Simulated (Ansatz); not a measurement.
# Twisted Zr2CO2 MXene alternating trilayer, 13.17° (285 atoms): taking the cell apart, part 3 of 3

Aim: the interaction energy between the two parts of twisted Zr2CO2 MXene alternating trilayer, 13.17° (285 atoms) and its distance dependence.

Ansatz 0.2.0; Kohn-Sham DFT, PBE+D3(BJ), PAW (set soft_2), plane waves.

So far. Step 11 (Upper part moved by +3 Å): Upper part moved by +3 Å: the energy stands 3.90 eV above that of the reference.

**13. Lower part, LDA**

Level of this step: Kohn-Sham DFT, LDA, PAW (set soft_2), plane waves (Ansatz).

A part alone at that level.

File input.yaml:

```yaml
crystal:
  lattice:
    - [14.428, 0.0, 0.0]
    - [-7.214, 12.49501, 0.0]
    - [0.0, 0.0, 31.49]
  atoms:
    [... the 190 atom lines of step 5 ...]
kpoints:
  mp_grid: { grid: [3, 3, 1] }
hamiltonian:
  xc: lda
scf:
  occupations: { method: fermi_dirac, width: 0.025 }
output:
  forces: true
```

On the command line:

```bash
$ ansatz run input.yaml --threads 6 --pin off --max-ram 76800MiB --backend cuda --events-out ev --progress --plain --runs-dir out
```

Numbers of over 12 decimals in the logs are rounded to 6 here.

The log of the run:

```text
[...]
GPU FFT provider: cuFFT
GPU libraries: cuBLAS 13.8.2, cuFFT 12.4.0, cuSOLVER 12.3.4
Crystal: 190 atoms, lattice volume = 5676.954 Å³
Basis set: ecut = 420 eV, 110937 PW (Γ)
Bands: 950, of which v1, the nominal top of the filled ones, is band 760 counted from 1 (759 counted from 0)
Symmetry: 1 space group operations
[...]
k-points: 5 of 9 (time reversal used)
[...]
GPU buffer pool allocated for 2160000 grid points (all kernels)
[...]
SCF iter   1: F=—  HF=-361558.583312 eV  |F-HF|=—  |Δ(HF+E_count)|=         —  Δρ=1.03e-2  dr2=6.61e0  ethr=1.77e-3  ⟨swp⟩=8.0  Hψ=19995  notcnv=0  defer=606
[...]
SCF iter  12: F=-361557.367548 eV  HF=-361557.367548 eV  |F-HF|=4.48e-9  |Δ(HF+E_count)|=   6.29e-9  Δρ=4.01e-7  dr2=1.77e-8  ethr=6.58e-12  ⟨swp⟩=4.0  Hψ=10885  notcnv=0
SCF 1 converged in 12 iterations: F = -361557.367548 eV  dr2 = 1.77e-8
[...]
SCF converged after 12 iterations
Free energy (F): -361557.367548 eV
[...]
Internal energy: -361557.367548 eV  (E = F + TS)
E sigma→0 (E₀):  -361557.367548 eV
Fermi energy:    2.474095 eV
[...]
--- Forces (eV/Å), atoms counted from 1 ---
  atom   1  C      0.00028382     0.00050650    -0.00744817
  atom   2  Zr    -0.00529800    -0.00509085     0.10099344
  atom   3  Zr    -0.00224610     0.00227643    -0.16236174
  atom   4  O      0.00425035    -0.00043497    -0.50965476
  atom   5  O      0.00284976     0.00116241     0.59080136
  atom   6  C      0.00078029     0.00162201    -0.00106552
  atom   7  Zr    -0.00521005    -0.00179621     0.09573668
  atom   8  Zr    -0.00297565    -0.00143212    -0.16396406
  atom   9  O     -0.00201084    -0.00993172    -0.50803821
  atom  10  O     -0.00127289    -0.00028959     0.58988000
  atom  11  C      0.00264936    -0.00010057    -0.00643666
  atom  12  Zr    -0.00149063    -0.00382984     0.10652627
  atom  13  Zr    -0.00281037    -0.00118968    -0.15591363
  atom  14  O     -0.00087998    -0.01121520    -0.49846214
[...]
atom 189  O     -0.04651142    -0.02035898    -0.40546153
  atom 190  O      0.00735549    -0.00141115     0.51443196
  max |Σ_I F_I| component: 2.04e-2 eV/Å
```

The job ended after 21 s (1 × NVIDIA H100 80GB HBM3 with 6 threads of AMD EPYC 7R13 (Zen 3), shared host; peak memory 2.1 GiB; 35 s of CPU time).

**14. Upper part, LDA**

A part alone at that level.

input.yaml, as its differences from that of step 13:

```diff
@@ -6,3 +6,3 @@
   atoms:
-    [... the 190 atom lines of step 5 ...]
+    [... the 95 atom lines of step 6 ...]
 kpoints:
```

The log of the run:

```text
[...]
GPU FFT provider: cuFFT
GPU libraries: cuBLAS 13.8.2, cuFFT 12.4.0, cuSOLVER 12.3.4
Crystal: 95 atoms, lattice volume = 5676.954 Å³
Basis set: ecut = 420 eV, 110937 PW (Γ)
Bands: 475, of which v1, the nominal top of the filled ones, is band 380 counted from 1 (379 counted from 0)
Symmetry: 1 space group operations
[...]
k-points: 5 of 9 (time reversal used)
[...]
GPU buffer pool allocated for 2160000 grid points (all kernels)
[...]
SCF iter   1: F=—  HF=-180778.531312 eV  |F-HF|=—  |Δ(HF+E_count)|=         —  Δρ=6.82e-3  dr2=2.71e0  ethr=1.77e-3  ⟨swp⟩=8.2  Hψ=13431  notcnv=0  defer=145
[...]
SCF iter  11: F=-180778.030846 eV  HF=-180778.030846 eV  |F-HF|=1.63e-9  |Δ(HF+E_count)|=   6.14e-9  Δρ=3.26e-7  dr2=5.76e-9  ethr=1.32e-11  ⟨swp⟩=4.6  Hψ=6784  notcnv=0
SCF 1 converged in 11 iterations: F = -180778.030846 eV  dr2 = 5.76e-9
[...]
SCF converged after 11 iterations
Free energy (F): -180778.030846 eV
[...]
Internal energy: -180778.030846 eV  (E = F + TS)
E sigma→0 (E₀):  -180778.030846 eV
Fermi energy:    -1.362008 eV
[...]
--- Forces (eV/Å), atoms counted from 1 ---
  atom   1  C     -0.00293084    -0.00498337     0.00359402
  atom   2  Zr    -0.00461020     0.00251361     0.16128346
  atom   3  Zr     0.00374236    -0.01132562     0.01393970
  atom   4  O      0.00164656     0.00017592    -0.58925765
  atom   5  O      0.00665209    -0.05274573     0.54611967
  atom   6  C      0.00018641     0.00074572     0.00703849
  atom   7  Zr    -0.00273328    -0.00071369     0.16304336
  atom   8  Zr    -0.00893636    -0.00791453    -0.03448876
  atom   9  O      0.00287057     0.00081604    -0.58803197
  atom  10  O     -0.05136682     0.01897293     0.50314733
  atom  11  C      0.00175885     0.00157740     0.01024258
  atom  12  Zr    -0.00027705    -0.00456562     0.16198695
  atom  13  Zr     0.00280847    -0.00828117    -0.10978191
  atom  14  O     -0.00051394     0.00310275    -0.59222221
[...]
atom  94  O      0.00095538     0.00143118    -0.58838733
  atom  95  O      0.05053621    -0.07169651     0.52110929
  max |Σ_I F_I| component: 1.37e-3 eV/Å
```

Wall time 15 s (1 × NVIDIA H100 80GB HBM3 with 6 threads); peak memory 2.3 GiB.

At this level the whole less its parts is -1.252 eV.

**15. Whole cell, PBE+D4**

The three cells are solved again with another functional, at the same geometry, to see how much of the binding hangs on it.

This step: Kohn-Sham DFT, PBE+D4, PAW (set soft_2), plane waves.

Input and log are left out; they have the form of those shown for this kind of step.

Run time: 32 s. Hardware: 1 × NVIDIA H100 80GB HBM3 with 6 threads of AMD EPYC 7R13 (Zen 3), shared host; peak memory 2.5 GiB.

**16. Lower part, PBE+D4**

A part alone at that level.

Input and log are left out; they have the form of those shown for this kind of step.

Elapsed: 18 s, on 1 × NVIDIA H100 80GB HBM3 with 6 threads of AMD EPYC 7R13 (Zen 3), shared host; peak memory 2.1 GiB; 35 s of CPU time.

**17. Upper part, PBE+D4**

A part alone at that level.

Input and log are left out; they have the form of those shown for this kind of step.

It took 9.8 s on 1 × NVIDIA H100 80GB HBM3 with 6 threads of AMD EPYC 7R13 (Zen 3), shared host; peak memory 2.3 GiB.

At this level the whole less its parts is -2.640 eV.

**18. Interaction energy**

Whole cell less its two parts, each frozen at the geometry of the whole and solved in the same cell with the same functional, so that energy zeros cancel. The upper part is 'layer 3' and the lower part 'layer 1 and layer 2', so the cut is under the top layer, which needn't be the twisted interface. The nearest atoms of the two parts stand 2.82 Å apart. The face is 180.3 Å².

```tsv
functional	interaction energy (eV)	of it, the added dispersion term (eV)	per area (meV/Å²)	per area (J/m²)	per atom of the upper part (meV)
PBE+D3(BJ)	-5.107	-5.819	-28.3	-0.45	-53.8
LDA	-1.252	-	-6.9	-0.11	-13.2
PBE+D4	-2.640	-3.351	-14.6	-0.23	-27.8
```

**19. Energy against separation**

The upper part is moved rigidly along the normal from its place in the reference.

```tsv
shift (Å)	energy change (eV)	per area (meV/Å²)	share of the binding lost (%)	gap (eV)
-0.3	0.454	2.52	-	0.993
+0.0	0.000	0.00	-	1.00
+0.3	0.377	2.09	7	1.01
+0.8	1.425	7.90	28	1.01
+1.6	2.792	15.49	55	1.01
+3.0	3.897	21.62	76	1.01
```

**20. Levels of whole and parts**

```tsv
cell	gap (eV)	vacuum level at the upper face, over the highest filled level, or over E_F where no gap is given (eV)	moment (μB)
whole	1.00	5.35	no spin
lower part	1.01	5.31	no spin
upper part	1.02	5.34	no spin
```

**21. What came out**

The parts bind with 28.3 meV/Å² (5.11 eV for the cell) at the level PBE+D3(BJ), the size of van der Waals binding between sheets. The added dispersion term contributes -5.819 eV, the functional itself 0.711 eV. At this one geometry the functionals range from -28.3 (PBE+D3(BJ)) to -6.9 meV/Å² (LDA). The curvature over ±0.3 Å is 0.82×10²⁰ N/m³. At +3.0 Å, 76 % of the binding is lost; the shift also narrows the vacuum to the periodic image. On the run's k-points the gap of the whole, 1.00 eV, lies 0.0076 eV under the smaller of the parts'.

Caveats: The parts are frozen, so the energy of their deformation isn't counted. No correction is made for dipoles across the vacuum, and the parts also feel their periodic images through it.

The DFT runs together took 11 min of wall time.

[Logs are printed without paths, hosts, clocks, repeated set-up lines and the standing remarks that a program may print on its own settings, such as how far it seeks lower states.]

[Hosts, paths, dates, database ids (printed as entryN), source tags and the programs' standing remarks are cut or masked in the printed files.]
